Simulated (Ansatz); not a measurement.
Rows from a G0W0 calculation on Cd5B3O9F (Cm) (Ansatz 0.2.0; G0W0 on PBE, plane waves, PAW; PAW set soft_1; 2×2×4 mesh, 510 empty bands, screening to 102 eV, PAW set soft_1 files), in eV. Spin-orbit coupling is left out.

```
row                        k  band   start       Σx  Σc at the solution      Vxc
  A  (-0.500, -0.500, 0.250)    c2  12.393  -11.434              -3.734  -16.151
  B  (-0.500, -0.500, 0.250)    c1  12.037  -10.996              -3.680  -15.614
  C  (-0.500, -0.500, 0.250)    v1   8.191  -27.527               4.796  -22.018
  D                        Γ    c1   9.937  -10.188              -3.463  -14.305
  E                        Γ    v1   8.137  -27.571               4.808  -22.035
  F                        Γ    c2  12.776  -10.839              -3.843  -15.688
```

Question: Give the quasiparticle energies and the shift of each level.

The quasiparticle equation reads E = start + Σx + Σc(E) − Vxc.

```
row  E (eV)  shift (eV)
  A  13.376      +0.983
  B  12.975      +0.938
  C   7.478      −0.713
  D  10.590      +0.653
  E   7.410      −0.727
  F  13.781      +1.006
```

The gap over the computed points goes from 1.75 eV to 3.11 eV.

Limits: not at the basis limit; d shell near the gap, gap tends to lie low; no spin-orbit coupling; coarse k mesh.

[Paths, hosts, dates, memory and timing lines, banners, echoed tables and standing remarks are left out of the program output.]

[Logs are printed without paths, hosts, clocks, repeated set-up lines and the standing remarks that a program may print on its own settings, such as how far it seeks lower states.]

[Runs of the session that timed out or met a known fault of the program may be left out.]

[Cells called generated may have been cut or substituted from an entry of the Crystallography Open Database or the Materials Project.]

[Hosts, paths, dates, database ids (printed as entryN), source tags and the programs' standing remarks are cut or masked in the printed files.]
